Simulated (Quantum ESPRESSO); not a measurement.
# AlFe3C: parallel and opposed starts, part 2 of 2

Aim: find out which collinear order of AlFe3C costs least.

Quantum ESPRESSO 7.5; LDA; plane waves with GBRV 1.5 LDA potentials, no spin-orbit coupling.

So far: Starting point; Run 1 (ferro +++).

## (3) Run 2 (ferri ++−)

The input, pw.py:

```python
from ase import Atoms
from ase.calculators.espresso import Espresso, EspressoProfile

atoms = Atoms(['Al', 'Fe', 'Fe', 'Fe', 'C'],
    cell=[[3.78977536, 0.0, 0.0],
         [0.0, 3.78977536, 0.0],
         [0.0, 0.0, 3.78977536]],
    scaled_positions=[[0.0, 0.0, 0.0],
         [0.0, 0.5, 0.5],
         [0.5, 0.5, 0.0],
         [0.5, 0.0, 0.5],
         [0.5, 0.5, 0.5]],
    pbc=True,
    magmoms=[0.0, 2.8, 2.8, -2.8, 0.0])
input_data = {
    'control': {'calculation': 'scf', 'prefix': 'pwscf', 'outdir': './tmp', 'disk_io': 'nowf'},
    'system': {'ecutwfc': 40.0, 'ecutrho': 280.0, 'nbnd': 39, 'occupations': 'smearing', 'smearing': 'fd', 'degauss': 0.00734986, 'nspin': 2},
    'electrons': {'conv_thr': 1e-08, 'electron_maxstep': 150, 'mixing_beta': 0.3},
}
atoms.calc = Espresso(
    profile=EspressoProfile(command='mpirun -n 2 pw.x -nk 2', pseudo_dir='pseudo'),
    pseudopotentials={'C': 'c_lda_v1.2.uspp.F.UPF', 'Al': 'al_lda_v1.uspp.F.UPF', 'Fe': 'fe_lda_v1.5.uspp.F.UPF'},
    input_data=input_data,
    kpts=(8, 8, 8),
    koffset=(0, 0, 0))
atoms.get_potential_energy()
energy = atoms.calc.results['free_energy']
print(f'free energy: {energy:.6f} eV')
print('site moments (muB):', atoms.get_magnetic_moments().round(3))
```

On the command line:

```
$ OMP_NUM_THREADS=1 python3 pw.py > pw.log
```

Output:

```text
[banner, memory and clock lines left out]
free energy: -10465.323630 eV
site moments (muB): [-0.066  0.902  0.902  0.902 -0.085]

--- espresso.pwo ---
Program PWSCF v.7.5 starts

Warning: card &CELL ignored
Warning: card &FCP ignored
Warning: card &RISM ignored

     Message from routine setup:
     using ibrav=0 with symmetry is DISCOURAGED, use correct ibrav instead

     bravais-lattice index     =            0
     lattice parameter (alat)  =       7.1616  a.u.
     unit-cell volume          =     367.3136 (a.u.)^3
     number of atoms/cell      =            5
     number of atomic types    =            4
     number of electrons       =        55.00
     number of Kohn-Sham states=           39
     kinetic-energy cutoff     =      40.0000  Ry
     charge density cutoff     =     280.0000  Ry
     scf convergence threshold =      1.0E-08
     mixing beta               =       0.3000
     number of iterations used =            8  plain     mixing
     Exchange-correlation= SLA  PZ   NOGX NOGC
                           (   1   1   0   0   0   0   0)

     celldm(1)=   7.161638  celldm(2)=   0.000000  celldm(3)=   0.000000
     celldm(4)=   0.000000  celldm(5)=   0.000000  celldm(6)=   0.000000

     crystal axes: (cart. coord. in units of alat)
               a(1) = (   1.000000   0.000000   0.000000 )
               a(2) = (   0.000000   1.000000   0.000000 )
               a(3) = (   0.000000   0.000000   1.000000 )

     reciprocal axes: (cart. coord. in units 2 pi/alat)
               b(1) = (  1.000000  0.000000  0.000000 )
               b(2) = (  0.000000  1.000000  0.000000 )
               b(3) = (  0.000000  0.000000  1.000000 )

     PseudoPot. # 1 for Al read from file:
     al_lda_v1.uspp.F.UPF
     Pseudo is Ultrasoft + core correction, Zval =  3.0

     PseudoPot. # 2 for Fe read from file:
     fe_lda_v1.5.uspp.F.UPF
     Pseudo is Ultrasoft + core correction, Zval = 16.0

     PseudoPot. # 3 for Fe read from file:
     fe_lda_v1.5.uspp.F.UPF
     Pseudo is Ultrasoft + core correction, Zval = 16.0

     PseudoPot. # 4 for C  read from file:
     c_lda_v1.2.uspp.F.UPF
     Pseudo is Ultrasoft + core correction, Zval =  4.0

     atomic species   valence    mass     pseudopotential
     Al                3.00    26.98154     Al( 1.00)
     Fe               16.00    55.84500     Fe( 1.00)
     Fe1              16.00    55.84500     Fe( 1.00)
     C                 4.00    12.01100     C ( 1.00)

     Starting magnetic structure
     atomic species   magnetization
     Al              0.000
     Fe              0.175
     Fe1            -0.175
     C               0.000

     16 Sym. Ops., with inversion, found

   Cartesian axes

     site n.     atom                  positions (alat units)
         1        Al     tau(   1) = (   0.0000000   0.0000000   0.0000000  )
         2        Fe     tau(   2) = (   0.0000000   0.5000000   0.5000000  )
         3        Fe     tau(   3) = (   0.5000000   0.5000000   0.0000000  )
         4        Fe1    tau(   4) = (   0.5000000   0.0000000   0.5000000  )
         5        C      tau(   5) = (   0.5000000   0.5000000   0.5000000  )

     number of k points=    75  Fermi-Dirac smearing, width (Ry)=  0.0073
                       cart. coord. in units 2pi/alat
        k(    1) = (   0.0000000   0.0000000   0.0000000), wk =   0.0019531
        k(    2) = (   0.0000000   0.0000000   0.1250000), wk =   0.0078125
        k(    3) = (   0.0000000   0.0000000   0.2500000), wk =   0.0078125
        k(    4) = (   0.0000000   0.0000000   0.3750000), wk =   0.0078125
        k(    5) = (   0.0000000   0.0000000  -0.5000000), wk =   0.0039062
        [... 70 further k-points ...]

     Dense  grid:    28991 G-vectors     FFT dimensions: (  40,  40,  40)

     Smooth grid:    12533 G-vectors     FFT dimensions: (  30,  30,  30)

     Check: negative core charge=   -0.000043
     Generating pointlists ...
     new r_m :   0.2917 (alat units)  2.0889 (a.u.) for type    1
     new r_m :   0.2063 (alat units)  1.4771 (a.u.) for type    2
     new r_m :   0.2063 (alat units)  1.4771 (a.u.) for type    3
     new r_m :   0.2063 (alat units)  1.4771 (a.u.) for type    4

     Initial potential from superposition of free atoms

     starting charge      51.9978, renormalised to      55.0000
     Starting wfcs are   47 randomized atomic wfcs

     Self-consistent Calculation

     iteration #  1     ecut=    40.00 Ry     beta= 0.30
     Davidson diagonalization with overlap
     ethr =  1.00E-02,  avg # of iterations =  3.1

     total energy              =    -766.65224764 Ry
     estimated scf accuracy    <       8.90912562 Ry

     total magnetization       =     1.50 Bohr mag/cell
     absolute magnetization    =     5.33 Bohr mag/cell

     iteration #  2     ecut=    40.00 Ry     beta= 0.30
     Davidson diagonalization with overlap
     ethr =  1.00E-02,  avg # of iterations =  2.4

     total energy              =    -768.66637453 Ry
     estimated scf accuracy    <       3.56374192 Ry

     total magnetization       =     1.62 Bohr mag/cell
     absolute magnetization    =     4.70 Bohr mag/cell

     [... further iterations left out ...]

     iteration # 30     ecut=    40.00 Ry     beta= 0.30
     Davidson diagonalization with overlap
     ethr =  1.63E-10,  avg # of iterations =  2.0

     total energy              =    -769.18716678 Ry
     estimated scf accuracy    <       0.00000015 Ry

     total magnetization       =     2.73 Bohr mag/cell
     absolute magnetization    =     3.21 Bohr mag/cell

     iteration # 31     ecut=    40.00 Ry     beta= 0.30
     Davidson diagonalization with overlap
     ethr =  1.63E-10,  avg # of iterations =  2.0

     Magnetic moment per site  (integrated on atomic sphere of radius R)
     atom   1 (R=0.292)  charge=  1.4457  magn= -0.0659
     atom   2 (R=0.206)  charge= 13.0086  magn=  0.9017
     atom   3 (R=0.206)  charge= 13.0086  magn=  0.9017
     atom   4 (R=0.206)  charge= 13.0086  magn=  0.9023
     atom   5 (R=0.206)  charge=  2.9382  magn= -0.0852

     End of self-consistent calculation

     Number of k-points >= 100: set verbosity='high' to print the bands.

     the Fermi energy is    14.8442 ev

!    total energy              =    -769.18716682 Ry
     estimated scf accuracy    <          6.2E-09 Ry
     smearing contrib. (-TS)   =      -0.01327487 Ry
     internal energy E=F+TS    =    -769.17389195 Ry

     The total energy is F=E-TS. E is the sum of the following terms:
     one-electron contribution =    -465.14901770 Ry
     hartree contribution      =     260.64109922 Ry
     xc contribution           =     -94.30138979 Ry
     ewald contribution        =    -470.36458368 Ry

     total magnetization       =     2.73 Bohr mag/cell
     absolute magnetization    =     3.21 Bohr mag/cell

     convergence has been achieved in  31 iterations
```

Elapsed: 2.5 min, on 2 MPI ranks of Intel Xeon Platinum 8488C (Sapphire Rapids), shared host; peak memory 0.48 GiB.

Spin moment in the atom's sphere by atom:

| atom | spin moment in the atom's sphere (μB) |
| --- | --- |
| Al1 | -0.066 |
| Fe2 | 0.902 |
| Fe3 | 0.902 |
| Fe4 | 0.902 |
| C5 | -0.085 |

This step gave:

```
smearing term TS       : 0.1806 eV
magnetization          : 2.732 μB
absolute magnetization : 3.214 μB
final state            : ferromagnetic
```

The typed signs were not kept.

## (4) Run 3, typed as no spin polarisation

pw.py: that of step 3 with these lines changed.

```diff
@@ -12,7 +12,6 @@
          [0.5, 0.5, 0.5]],
-    pbc=True,
-    magmoms=[0.0, 2.8, 2.8, -2.8, 0.0])
+    pbc=True)
 input_data = {
     'control': {'calculation': 'scf', 'prefix': 'pwscf', 'outdir': './tmp', 'disk_io': 'nowf'},
-    'system': {'ecutwfc': 40.0, 'ecutrho': 280.0, 'nbnd': 39, 'occupations': 'smearing', 'smearing': 'fd', 'degauss': 0.00734986, 'nspin': 2},
+    'system': {'ecutwfc': 40.0, 'ecutrho': 280.0, 'nbnd': 37, 'occupations': 'smearing', 'smearing': 'fd', 'degauss': 0.00734986},
     'electrons': {'conv_thr': 1e-08, 'electron_maxstep': 150, 'mixing_beta': 0.3},
@@ -28,2 +27 @@
 print(f'free energy: {energy:.6f} eV')
-print('site moments (muB):', atoms.get_magnetic_moments().round(3))
```

On the command line:

```
$ OMP_NUM_THREADS=1 python3 pw.py > pw.log
```

Output:

```text
     [... lines left out ...]
free energy: -10465.261976 eV
--- espresso.pwo ---
Program PWSCF v.7.5 starts
     [... lines left out ...]
     number of atoms/cell      =            5
     [... lines left out ...]
     number of electrons       =        55.00
     number of Kohn-Sham states=           37
     kinetic-energy cutoff     =      40.0000  Ry
     charge density cutoff     =     280.0000  Ry
     scf convergence threshold =      1.0E-08
     [... lines left out ...]
     48 Sym. Ops., with inversion, found
     [... lines left out ...]
     number of k points=    35  Fermi-Dirac smearing, width (Ry)=  0.0073
     [... lines left out ...]
     iteration # 12     ecut=    40.00 Ry     beta= 0.30
     [... lines left out ...]
     the Fermi energy is    14.6519 ev
!    total energy              =    -769.18263531 Ry
     estimated scf accuracy    <          7.2E-09 Ry
     smearing contrib. (-TS)   =      -0.01671560 Ry
     [... lines left out ...]
     convergence has been achieved in  12 iterations
```

Wall time 16 s (2 MPI ranks); peak memory 0.28 GiB; 32 s of CPU time.

Read from the output:

```yaml
smearing_term_ts: 0.2274 eV
final_state: non-magnetic (no spin polarisation)
```

## (5) Energies of the orders

An order is kept where moments of 0.15 μB or more survive with the typed signs; meshes match where a doubled cell samples the same k points as the first cell.

Orders:

| start | final state | typed order kept | energy over the lowest (meV a seeded atom) | largest site moment (μB) | net moment (μB a cell of the first run) | mesh matched | CPU time (s) |
| --- | --- | --- | --- | --- | --- | --- | --- |
| ferro +++ | ferromagnetic | yes | 0 | 0.9026 | 2.734 | yes | 92.82 |
| ferri ++- | ferromagnetic | no | 0 | 0.9023 | 2.732 | yes | 304.9 |
| no spin polarisation | non-magnetic | - | 20.55 | 0 | 0 | yes | 31.5 |

## (6) Outcome

```
lowest state found    : ferromagnetic (from ferro +++ and ferri ++-)
largest site moment   : 0.903 μB
state without moments : 20.6 meV a seeded atom higher
```

In words: At this level spin polarisation gains little. 1 start left the typed signs, so such an energy belongs to the state reached, not the one typed. Only these 3 starts were compared; other wavevectors, canted and longer-period orders were not. Energies are free energies at an electronic temperature of 1160 K, which lowers moments and differences where the moments are itinerant.

[Logs and program files are shortened in this print: banners, set-up blocks, solver, clock and traceback lines can be left out without a mark of their own.]

[Logs are printed without paths, hosts, clocks, repeated set-up lines and the standing remarks that a program may print on its own settings, such as how far it seeks lower states.]

[Hosts, paths, dates, database ids (printed as entryN), source tags and the programs' standing remarks are cut or masked in the printed files.]

[Where a cell is said to come from a database of computed structures, the database is the Materials Project.]
